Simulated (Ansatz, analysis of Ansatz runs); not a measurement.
**Al-H pair in alpha-quartz: local vibrational mode against experiment**

How near does this set-up come to the measured local vibrational mode? Subject: Al-H pair in alpha-quartz. Set-up: r2SCAN, 72-site cell, r2SCAN lattice, 500 eV, k: the single point 1/4 1/4 1/4. The model is a cell of 72 host atoms with Al put on another atom's site and H put in between. The frequencies come from force constants among the defect atom and its neighbours, with the masses of the isotopes named. A meta-GGA costs about twice a GGA and mends lattice constants and part of the gap.

**The experiment.** O-H stretch, 1H: 3378 cm⁻¹ at 300 K, by diffuse reflectance FTIR (“Structural evolution of water and hydroxyl groups during thermal, mechanical and chemical treatment of high purity natural quartz”, 2020, pmc:9055915). O-H stretch, 1H: 3313 cm⁻¹ at 300 K, by diffuse reflectance FTIR (“Structural evolution of water and hydroxyl groups during thermal, mechanical and chemical treatment of high purity natural quartz”, 2020, pmc:9055915). The calculation is set beside it at the end.

Method: plane-wave PAW DFT, r2SCAN; relaxation of all atoms of a defect supercell, in Ansatz 0.2.0.

## (1) Set-up

The cell holds 73 atoms: 23 Si, 48 O, 1 Al and 1 H. Its edges and angles: a = 9.844 Å, b = 9.844 Å, c = 10.830 Å, α = 90.0°, β = 90.0°, γ = 120.0°. It derives from SiO2 (space group P3_221). Nearest the centre at fractional (0.218, 0.159, 0.413): O4 at 0.31 Å, H73 at 1.30 Å, Al12 at 1.31 Å, Si1 at 1.87 Å, O9 at 2.38 Å, O16 at 2.39 Å, O15 at 2.40 Å, O27 at 2.74 Å.

The host's primitive cell comes from a first run (plane-wave PAW DFT, r2SCAN; relaxation of the host's cell and atoms): vectors of 4.922, 4.922 and 5.415 Å. That is 12.62 Å³ an atom, 0.4 % over the diffraction cell's volume. The supercell is built on it.

## (2) Relaxation, charge 0

Every later number rests on the structure around the defect, so the atoms are relaxed at the host's lattice first.

relax/input.yaml reads:

```yaml
relax:
  f_tol: 0.01
  max_steps: 80
  random_displacement: { amplitude: 0.02, seed: 697 }
crystal:
  lattice:
    - [9.84405413, 0.0, 0.0]
    - [-4.92202706, 8.52520095, 0.0]
    - [0.0, 0.0, 10.83028527]
  atoms:
    - { symbol: Si, position: [0.234489876, 0.0, 0.333333333] }
    - { symbol: Si, position: [0.0, 0.234489876, 0.166666667] }
    - { symbol: Si, position: [0.265510124, 0.265510124, 0.0] }
    - { symbol: O, position: [0.206642373, 0.134490579, 0.392307384] }
    - { symbol: O, position: [0.365509421, 0.072151794, 0.225640717] }
    - { symbol: O, position: [0.427848206, 0.293357627, 0.058974051] }
    - { symbol: O, position: [0.134490579, 0.206642373, 0.107692616] }
    - { symbol: O, position: [0.072151794, 0.365509421, 0.274359283] }
    - { symbol: O, position: [0.293357627, 0.427848206, 0.441025949] }
    - { symbol: Si, position: [0.234489876, 0.0, 0.833333333] }
    - { symbol: Si, position: [0.0, 0.234489876, 0.666666667] }
    - { symbol: Al, position: [0.265510124, 0.265510124, 0.5] }
    - { symbol: O, position: [0.206642373, 0.134490579, 0.892307384] }
    - { symbol: O, position: [0.365509421, 0.072151794, 0.725640717] }
    - { symbol: O, position: [0.427848206, 0.293357627, 0.558974051] }
    - { symbol: O, position: [0.134490579, 0.206642373, 0.607692616] }
    - { symbol: O, position: [0.072151794, 0.365509421, 0.774359283] }
    - { symbol: O, position: [0.293357627, 0.427848206, 0.941025949] }
    - { symbol: Si, position: [0.234489876, 0.5, 0.333333333] }
    - { symbol: Si, position: [0.0, 0.734489876, 0.166666667] }
    - { symbol: Si, position: [0.265510124, 0.765510124, 0.0] }
    - { symbol: O, position: [0.206642373, 0.634490579, 0.392307384] }
    - { symbol: O, position: [0.365509421, 0.572151794, 0.225640717] }
    - { symbol: O, position: [0.427848206, 0.793357627, 0.058974051] }
    - { symbol: O, position: [0.134490579, 0.706642373, 0.107692616] }
    - { symbol: O, position: [0.072151794, 0.865509421, 0.274359283] }
    - { symbol: O, position: [0.293357627, 0.927848206, 0.441025949] }
    - { symbol: Si, position: [0.234489876, 0.5, 0.833333333] }
    - { symbol: Si, position: [0.0, 0.734489876, 0.666666667] }
    - { symbol: Si, position: [0.265510124, 0.765510124, 0.5] }
    - { symbol: O, position: [0.206642373, 0.634490579, 0.892307384] }
    - { symbol: O, position: [0.365509421, 0.572151794, 0.725640717] }
    - { symbol: O, position: [0.427848206, 0.793357627, 0.558974051] }
    - { symbol: O, position: [0.134490579, 0.706642373, 0.607692616] }
    - { symbol: O, position: [0.072151794, 0.865509421, 0.774359283] }
    - { symbol: O, position: [0.293357627, 0.927848206, 0.941025949] }
    - { symbol: Si, position: [0.734489876, 0.0, 0.333333333] }
    - { symbol: Si, position: [0.5, 0.234489876, 0.166666667] }
    - { symbol: Si, position: [0.765510124, 0.265510124, 0.0] }
    - { symbol: O, position: [0.706642373, 0.134490579, 0.392307384] }
    - { symbol: O, position: [0.865509421, 0.072151794, 0.225640717] }
    - { symbol: O, position: [0.927848206, 0.293357627, 0.058974051] }
    - { symbol: O, position: [0.634490579, 0.206642373, 0.107692616] }
    - { symbol: O, position: [0.572151794, 0.365509421, 0.274359283] }
    - { symbol: O, position: [0.793357627, 0.427848206, 0.441025949] }
    - { symbol: Si, position: [0.734489876, 0.0, 0.833333333] }
    - { symbol: Si, position: [0.5, 0.234489876, 0.666666667] }
    - { symbol: Si, position: [0.765510124, 0.265510124, 0.5] }
    - { symbol: O, position: [0.706642373, 0.134490579, 0.892307384] }
    - { symbol: O, position: [0.865509421, 0.072151794, 0.725640717] }
    - { symbol: O, position: [0.927848206, 0.293357627, 0.558974051] }
    - { symbol: O, position: [0.634490579, 0.206642373, 0.607692616] }
    - { symbol: O, position: [0.572151794, 0.365509421, 0.774359283] }
    - { symbol: O, position: [0.793357627, 0.427848206, 0.941025949] }
    - { symbol: Si, position: [0.734489876, 0.5, 0.333333333] }
    - { symbol: Si, position: [0.5, 0.734489876, 0.166666667] }
    - { symbol: Si, position: [0.765510124, 0.765510124, 0.0] }
    - { symbol: O, position: [0.706642373, 0.634490579, 0.392307384] }
    - { symbol: O, position: [0.865509421, 0.572151794, 0.225640717] }
    - { symbol: O, position: [0.927848206, 0.793357627, 0.058974051] }
    - { symbol: O, position: [0.634490579, 0.706642373, 0.107692616] }
    - { symbol: O, position: [0.572151794, 0.865509421, 0.274359283] }
    - { symbol: O, position: [0.793357627, 0.927848206, 0.441025949] }
    - { symbol: Si, position: [0.734489876, 0.5, 0.833333333] }
    - { symbol: Si, position: [0.5, 0.734489876, 0.666666667] }
    - { symbol: Si, position: [0.765510124, 0.765510124, 0.5] }
    - { symbol: O, position: [0.706642373, 0.634490579, 0.892307384] }
    - { symbol: O, position: [0.865509421, 0.572151794, 0.725640717] }
    - { symbol: O, position: [0.927848206, 0.793357627, 0.558974051] }
    - { symbol: O, position: [0.634490579, 0.706642373, 0.607692616] }
    - { symbol: O, position: [0.572151794, 0.865509421, 0.774359283] }
    - { symbol: O, position: [0.793357627, 0.927848206, 0.941025949] }
    - { symbol: H, position: [0.170942, 0.053162, 0.326978] }
basis:
  ecutwfc: 500
  xc_grid: 2
hamiltonian:
  xc: r2scan
kpoints:
  mp_grid: { grid: [1, 1, 1], shift: [0.25, 0.25, 0.25] }
scf:
  occupations: { method: fermi_dirac, width: 0.01 }
  max_iter: 120
output:
  forces: true
checkpoint:
  write: "../relax.run"
  compress: false
  write_wavefunctions: true
  write_every: 100000
```

Launch:

```console
ansatz run input.yaml --threads 2 --pin off --max-ram 3768MiB --backend cpu --events-out ev --progress --plain --runs-dir out
```

Numbers of over 12 decimals in the logs are rounded to 6 here.

What it wrote:

```text
[... repeated set-up lines and file paths are left out, and long positions are rounded to six places ...]
Engine: ansatz 0.2.0, x86_64-unknown-linux-gnu
Pseudopotentials: kind: paw
Pseudopotential: Si, paw, valence charge 4, recommended cutoff 500 eV (meta_gga), Si.paw.azcp
Pseudopotential: O, paw, valence charge 6, recommended cutoff 500 eV (meta_gga), O.paw.azcp
Pseudopotential: Al, paw, valence charge 3, recommended cutoff 500 eV (meta_gga), Al.paw.azcp
Pseudopotential: H, paw, valence charge 1, recommended cutoff 500 eV (meta_gga), H.paw.azcp
Functional definition: r2SCAN
  parameter k0 = 0.174
  parameter k1 = 0.065
  parameter a1 = 4.9479
  exchange = r2scan_x(k0 = k0, k1 = k1, a1 = a1)
  correlation = r2scan_c
Crystal: 73 atoms, lattice volume = 908.905 Å³
Basis set: ecut = 500 eV, 23025 PW (Γ), exchange–correlation on 144×144×160 points (8 copies of the dense FFT grid, shifted against one another)
Bands: 265, of which v1, the nominal top of the filled ones, is band 192 counted from 1 (191 counted from 0)
Symmetry: 1 space group operations
k-points: 1
Non-local potential: Si, projectors of the file, l = 0: 2, l = 1: 2, l = 2: 2
Non-local potential: O, projectors of the file, l = 0: 2, l = 1: 2, l = 2: 1
Non-local potential: Al, projectors of the file, l = 0: 2, l = 1: 2, l = 2: 1
Non-local potential: H, projectors of the file, l = 0: 2, l = 1: 1
PAW form: soft (Blöchl's): semilocal exchange-correlation on the pseudo side does not see the compensation charge
PAW frozen core: Si, regenerated for the run's functional (the file was generated under x = pbe(κ = 0.804, μ = 0.219515), c = pbe(β = 0.066725))
PAW frozen core: O, regenerated for the run's functional (the file was generated under x = pbe(κ = 0.804, μ = 0.219515), c = pbe(β = 0.066725))
PAW frozen core: Al, regenerated for the run's functional (the file was generated under x = pbe(κ = 0.804, μ = 0.219515), c = pbe(β = 0.066725))
PAW one-centre angular grid: Si, 302 points (default); XC on 160 Gauss nodes
PAW one-centre angular grid: O, 302 points (default); XC on 160 Gauss nodes
PAW one-centre angular grid: Al, 302 points (default); XC on 160 Gauss nodes
PAW one-centre angular grid: H, 302 points (default); XC on 160 Gauss nodes
Initial density: superposition of atomic densities (neutral atoms: chi_scale 0, normalization atom), corrected by the library's trained network
Initial wavefunctions: pseudopotential atomic-orbital guess
Functional: x = r2scan, c = r2scan; τ floored in thin density (d = 2e-4 eV/Å³)
SCF iter   1: F=—  HF=-42626.053642 eV  |F-HF|=—  |Δ(HF+E_count)|=         —  Δρ=1.05e-2  dr2=1.17e0  dr2_τ=6.44e0  ethr=1.77e-3  ⟨swp⟩=6.0  Hψ=1187  notcnv=0  defer=38
preconditioner: auto → Resta (q_TF=auto, 2.363 Å⁻¹)  ε∞=2.8  [insulator: Δε(μ)=5.109 eV  Ē_g=18.134 eV  σ=0.010 eV  W_gap=1.00  n_scr=212 (ndim 8)  ℏωp=24.1 eV  f_vac=0.113  D(μ)=0.00/eV (n_scr^D=0)  ε∞_Penn≈2.8]
SCF iter   2: F=—  HF=-42627.803698 eV  |F-HF|=—  |Δ(HF+E_count)|=    1.75e0  Δρ=5.82e-3  dr2=2.63e-1  dr2_τ=1.79e-2  ethr=3.05e-4  ⟨swp⟩=4.0  Hψ=508  notcnv=0  defer=68
SCF iter   3: F=—  HF=-42627.734805 eV  |F-HF|=—  |Δ(HF+E_count)|=   6.89e-2  Δρ=1.52e-3  dr2=2.31e-2  dr2_τ=3.15e-3  ethr=6.85e-5  ⟨swp⟩=3.0  Hψ=399  notcnv=0  defer=68
SCF iter   4: F=—  HF=-42627.730002 eV  |F-HF|=—  |Δ(HF+E_count)|=   4.80e-3  Δρ=5.68e-4  dr2=2.18e-3  dr2_τ=3.62e-4  ethr=6.00e-6  ⟨swp⟩=3.0  Hψ=507  notcnv=0  defer=68
SCF iter   5: F=—  HF=-42627.730672 eV  |F-HF|=—  |Δ(HF+E_count)|=   6.70e-4  Δρ=1.91e-4  dr2=3.12e-4  dr2_τ=3.72e-5  ethr=5.67e-7  ⟨swp⟩=3.0  Hψ=395  notcnv=0  defer=68
SCF iter   6: F=—  HF=-42627.730718 eV  |F-HF|=—  |Δ(HF+E_count)|=   4.60e-5  Δρ=6.91e-5  dr2=3.56e-5  dr2_τ=5.53e-6  ethr=8.12e-8  ⟨swp⟩=2.0  Hψ=389  notcnv=0  defer=68
SCF iter   7: F=—  HF=-42627.730723 eV  |F-HF|=—  |Δ(HF+E_count)|=   4.91e-6  Δρ=1.95e-5  dr2=2.94e-6  dr2_τ=3.56e-7  ethr=9.27e-9  ⟨swp⟩=2.0  Hψ=389  notcnv=0  defer=68
SCF iter   8: F=-42627.730724 eV  HF=-42627.730725 eV  |F-HF|=1.07e-7  |Δ(HF+E_count)|=   1.46e-6  Δρ=7.73e-6  dr2=4.06e-7  dr2_τ=5.98e-8  ethr=6.51e-10  ⟨swp⟩=4.0  Hψ=791  notcnv=0
SCF 1 converged in 8 iterations: F = -42627.730724 eV  dr2 = 4.06e-7
  greatest PAW one-centre occupation: 0.884 electrons in one spin orbital (limit 2), on the O atom at site 3 (counted from 0), in its partial waves of l = 0
relax step   1: F+E_penalty+E_count = -42627.73072450 eV  Δ(F+E_penalty+E_count) = +0.000e0 eV  max|allowed force component| = 2.981e1 eV/Å  Δτ_max = 0.0000 Å  (8 SCF iters, dr2 threshold 2.50e-6 eV, accepted)
[... the SCF cycles and remarks between the steps are left out from here to the last step ...]
relax step   2: F+E_penalty+E_count = -42633.36920340 eV  Δ(F+E_penalty+E_count) = -5.638e0 eV  max|allowed force component| = 1.456e1 eV/Å  Δτ_max = 0.1455 Å  (6 SCF iters, dr2 threshold 1.00e-4 eV, accepted)
relax step   3: F+E_penalty+E_count = -42636.83508790 eV  Δ(F+E_penalty+E_count) = -3.466e0 eV  max|allowed force component| = 7.165e0 eV/Å  Δτ_max = 0.1981 Å  (6 SCF iters, dr2 threshold 1.00e-4 eV, accepted)
relax step   4: F+E_penalty+E_count = -42638.28716354 eV  Δ(F+E_penalty+E_count) = -1.452e0 eV  max|allowed force component| = 3.060e0 eV/Å  Δτ_max = 0.1948 Å  (5 SCF iters, dr2 threshold 1.00e-4 eV, accepted)
relax step   5: F+E_penalty+E_count = -42638.90143181 eV  Δ(F+E_penalty+E_count) = -6.143e-1 eV  max|allowed force component| = 1.852e0 eV/Å  Δτ_max = 0.1950 Å  (5 SCF iters, dr2 threshold 1.00e-4 eV, accepted)
relax step   6: F+E_penalty+E_count = -42639.21560237 eV  Δ(F+E_penalty+E_count) = -3.142e-1 eV  max|allowed force component| = 1.224e0 eV/Å  Δτ_max = 0.2000 Å  (6 SCF iters, dr2 threshold 1.00e-4 eV, accepted)
relax step   7: F+E_penalty+E_count = -42639.42257971 eV  Δ(F+E_penalty+E_count) = -2.070e-1 eV  max|allowed force component| = 7.091e-1 eV/Å  Δτ_max = 0.2000 Å  (5 SCF iters, dr2 threshold 1.00e-4 eV, accepted)
relax step   8: F+E_penalty+E_count = -42639.51923266 eV  Δ(F+E_penalty+E_count) = -9.665e-2 eV  max|allowed force component| = 3.226e-1 eV/Å  Δτ_max = 0.2000 Å  (6 SCF iters, dr2 threshold 1.00e-4 eV, accepted)
relax step   9: F+E_penalty+E_count = -42639.54555201 eV  Δ(F+E_penalty+E_count) = -2.632e-2 eV  max|allowed force component| = 6.179e-1 eV/Å  Δτ_max = 0.2000 Å  (6 SCF iters, dr2 threshold 2.15e-5 eV, accepted)
relax step  10: F+E_penalty+E_count = -42639.56643247 eV  Δ(F+E_penalty+E_count) = -2.088e-2 eV  max|allowed force component| = 1.103e-1 eV/Å  Δτ_max = 0.2000 Å  (6 SCF iters, dr2 threshold 7.90e-5 eV, accepted)
relax step  11: F+E_penalty+E_count = -42639.57823890 eV  Δ(F+E_penalty+E_count) = -1.181e-2 eV  max|allowed force component| = 3.336e-1 eV/Å  Δτ_max = 0.1836 Å  (8 SCF iters, dr2 threshold 7.60e-7 eV, accepted)
relax step  12: F+E_penalty+E_count = -42639.58369331 eV  Δ(F+E_penalty+E_count) = -5.454e-3 eV  max|allowed force component| = 4.121e-1 eV/Å  Δτ_max = 0.1127 Å  (6 SCF iters, dr2 threshold 6.95e-6 eV, accepted)
relax step  13: F+E_penalty+E_count = -42639.59291671 eV  Δ(F+E_penalty+E_count) = -9.223e-3 eV  max|allowed force component| = 1.067e-1 eV/Å  Δτ_max = 0.0744 Å  (6 SCF iters, dr2 threshold 1.00e-4 eV, accepted)
relax step  14: F+E_penalty+E_count = -42639.59299473 eV  Δ(F+E_penalty+E_count) = -7.802e-5 eV  max|allowed force component| = 8.908e-2 eV/Å  Δτ_max = 0.0408 Å  (7 SCF iters, dr2 threshold 7.65e-7 eV, accepted)
relax step  15: F+E_penalty+E_count = -42639.59406133 eV  Δ(F+E_penalty+E_count) = -1.067e-3 eV  max|allowed force component| = 8.586e-2 eV/Å  Δτ_max = 0.0182 Å  (7 SCF iters, dr2 threshold 5.33e-7 eV, accepted)
relax step  16: F+E_penalty+E_count = -42639.59471047 eV  Δ(F+E_penalty+E_count) = -6.491e-4 eV  max|allowed force component| = 1.838e-2 eV/Å  Δτ_max = 0.0173 Å  (6 SCF iters, dr2 threshold 5.13e-6 eV, accepted)
SCF iter   1: F=—  HF=-42639.593783 eV  |F-HF|=—  |Δ(HF+E_count)|=         —  Δρ=3.79e-4  dr2=7.69e-4  dr2_τ=1.13e-2  ethr=1.85e-6  ⟨swp⟩=6.0  Hψ=738  notcnv=0  defer=69
SCF iter   2: F=—  HF=-42639.594166 eV  |F-HF|=—  |Δ(HF+E_count)|=   3.84e-4  Δρ=2.26e-4  dr2=2.98e-4  dr2_τ=1.56e-5  ethr=2.00e-7  ⟨swp⟩=2.0  Hψ=501  notcnv=0  defer=69
SCF iter   3: F=—  HF=-42639.594122 eV  |F-HF|=—  |Δ(HF+E_count)|=   4.46e-5  Δρ=7.59e-5  dr2=3.32e-5  dr2_τ=6.13e-6  ethr=7.75e-8  ⟨swp⟩=2.0  Hψ=388  notcnv=0  defer=69
SCF iter   4: F=—  HF=-42639.594853 eV  |F-HF|=—  |Δ(HF+E_count)|=   7.31e-4  Δρ=3.32e-5  dr2=5.29e-6  dr2_τ=5.25e-7  ethr=8.65e-9  ⟨swp⟩=2.0  Hψ=388  notcnv=0  defer=69
SCF iter   5: F=—  HF=-42639.594854 eV  |F-HF|=—  |Δ(HF+E_count)|=   1.07e-6  Δρ=1.33e-5  dr2=1.29e-6  dr2_τ=2.07e-7  ethr=1.38e-9  ⟨swp⟩=2.0  Hψ=388  notcnv=0  defer=69
SCF iter   6: F=—  HF=-42639.594854 eV  |F-HF|=—  |Δ(HF+E_count)|=   2.79e-7  Δρ=4.15e-6  dr2=1.13e-7  dr2_τ=6.86e-9  ethr=3.36e-10  ⟨swp⟩=2.0  Hψ=343  notcnv=0  defer=69
SCF iter   7: F=-42639.594854 eV  HF=-42639.594854 eV  |F-HF|=5.17e-9  |Δ(HF+E_count)|=   2.85e-8  Δρ=1.13e-6  dr2=8.54e-9  dr2_τ=1.17e-9  ethr=2.60e-11  ⟨swp⟩=4.0  Hψ=797  notcnv=0
SCF 17 converged in 7 iterations: F = -42639.594854 eV  dr2 = 8.54e-9
relax step  17: F+E_penalty+E_count = -42639.59485401 eV  Δ(F+E_penalty+E_count) = -1.435e-4 eV  max|allowed force component| = 5.659e-3 eV/Å  Δτ_max = 0.0058 Å  (7 SCF iters, accepted)
NSCF: frozen V_eff on 1 k-points
the band table was solved once a step of the walk had ended and its energy, with any forces and stress, was formed, with the checks that follow a solve (1234 applications of the Hamiltonian). They found nothing against the state; [...]
iter 1 solved again at ethr=2.26e-12 eV; its pass at ethr=3.10e-3 eV (dr2=8.67e-9 eV) is discarded
SCF iter   1: F=—  HF=-42639.594854 eV  |F-HF|=—  |Δ(HF+E_count)|=         —  Δρ=1.12e-6  dr2=8.52e-9  dr2_τ=1.16e-9  ethr=2.26e-12  ⟨swp⟩=3.0  Hψ=965  notcnv=0
SCF iter   2: F=-42639.594854 eV  HF=-42639.594854 eV  |F-HF|=1.46e-10  |Δ(HF+E_count)|=   1.73e-9  Δρ=2.72e-7  dr2=8.12e-10  dr2_τ=1.95e-10  ethr=2.22e-12  ⟨swp⟩=4.0  Hψ=654  notcnv=0
SCF 18 converged in 2 iterations: F = -42639.594854 eV  dr2 = 8.12e-10
NSCF: frozen V_eff on 1 k-points
the band table was solved once a step of the walk had ended and its energy, with any forces and stress, was formed, with the checks that follow a solve (898 applications of the Hamiltonian). They found nothing against the state; [...]
SCF converged after 2 iterations
Free energy (F): -42639.594854 eV
Harris-Foulkes:  -42639.594854 eV  (|F-HF|=1.46e-10)
Internal energy: -42639.594854 eV  (E = F + TS)
E sigma→0 (E₀):  -42639.594854 eV
Fermi energy:    5.829000 eV
--- Per-component energies (eV) ---
  E_band       = -1920.976665
  E_kinetic    = 9716.868877
  E_local      = -23556.163023  (includes V_loc(G=0)·N_el)
  E_nonlocal   = 2820.727416
  E_hartree    = 8479.797897
  E_xc         = -4798.328806
  E_vxc        = -6352.035501  (∫ρ·V_xc dr)
  E_paw        = -20158.394505  (= ΣΔE_a)
  E_vpaw       = -1909.008353  (= ΣTr[D̂ρ^β])
  E_aug_tail   = 0.050320  (compensation charges beyond the density's cutoff)
  E_vtau       = 398.987881  (kinetic-family band-sum trace: ∫τ·v_τ [+ j·A + Jᵃ·Aᵃ] dr)
  E_ewald      = -15140.801800
  E_core_change = -3.351231  (= ΣΔE_core)
  E_smearing   = -0.000000  (= −TS)
  E_closure    = 0.000000  (closes the sum)
  Σ components = -42639.594854   (vs F -42639.594854, Δ=0.00e0)
--- Forces (eV/Å), atoms counted from 1 ---
  atom   1  Si    -0.00145506    -0.00384104    -0.00078696
  atom   2  Si    -0.00031395    -0.00132753    -0.00066604
  [... 1 atom left out ...]
  atom   4  O     -0.00428932     0.00340488     0.00251139
  atom   5  O      0.00084328    -0.00133464    -0.00183551
  [... 3 atoms left out ...]
  atom   9  O     -0.00362509     0.00206132    -0.00560971
  [... 2 atoms left out ...]
  atom  12  Al     0.00113082    -0.00193112     0.00540109
  [... 2 atoms left out ...]
  atom  15  O     -0.00160722     0.00037182    -0.00084104
  atom  16  O     -0.00103716     0.00103898    -0.00033243
  [... 9 atoms left out ...]
  atom  26  O      0.00203922     0.00081525     0.00090782
  atom  27  O     -0.00018461     0.00074882    -0.00066755
  [... 45 atoms left out ...]
  atom  73  H      0.00557062    -0.00042562    -0.00087478
  max |Σ_I F_I| component: 3.47e-3 eV/Å
--- Band table (eV) ---
  k-point 0: bands = ["-18.8421", "-18.1606", "-18.0192", "-17.9981", [... 257 left out ...] "14.9420", "15.0140", "15.0704", "15.1189"]
--- Relaxed structure (17 steps of the walk, 17 accepted, 0 SCFs on fresh bases) ---
  F+E_penalty+E_count = -42639.59485401 eV   max|allowed force component| = 5.659e-3 eV/Å
  atoms:
    - { symbol: Si, position: [0.227308, -0.010764, 0.330498] }
    - { symbol: Si, position: [0.000954, 0.239966, 0.162988] }
    [... 1 atom left out ...]
    - { symbol: O, position: [0.171253, 0.109538, 0.394693] }
    - { symbol: O, position: [0.359357, 0.081692, 0.229258] }
    [... 3 atoms left out ...]
    - { symbol: O, position: [0.300421, 0.439069, 0.433560] }
    [... 2 atoms left out ...]
    - { symbol: Al, position: [0.275423, 0.276647, 0.508234] }
    [... 2 atoms left out ...]
    - { symbol: O, position: [0.444389, 0.279341, 0.545626] }
    - { symbol: O, position: [0.138083, 0.205784, 0.623040] }
    [... 9 atoms left out ...]
    - { symbol: O, position: [0.068204, 0.855040, 0.270275] }
    - { symbol: O, position: [0.291210, 0.928354, 0.440728] }
    [... 45 atoms left out ...]
    - { symbol: H, position: [0.057698, 0.055839, 0.408407] }
```

The job ended after 2.7 min (2 threads of AMD EPYC 9R45, shared host; peak memory 2.2 GiB).

[end of part 1 of 2]

[Logs are printed without paths, hosts, clocks, repeated set-up lines and the standing remarks that a program may print on its own settings, such as how far it seeks lower states.]

[Hosts, paths, dates, database ids (printed as entryN), source tags and the programs' standing remarks are cut or masked in the printed files.]

[For some hosts the program warned that the k-mesh of the response run may be too coarse for force constants and the static dielectric constant; such warnings are not shown here.]
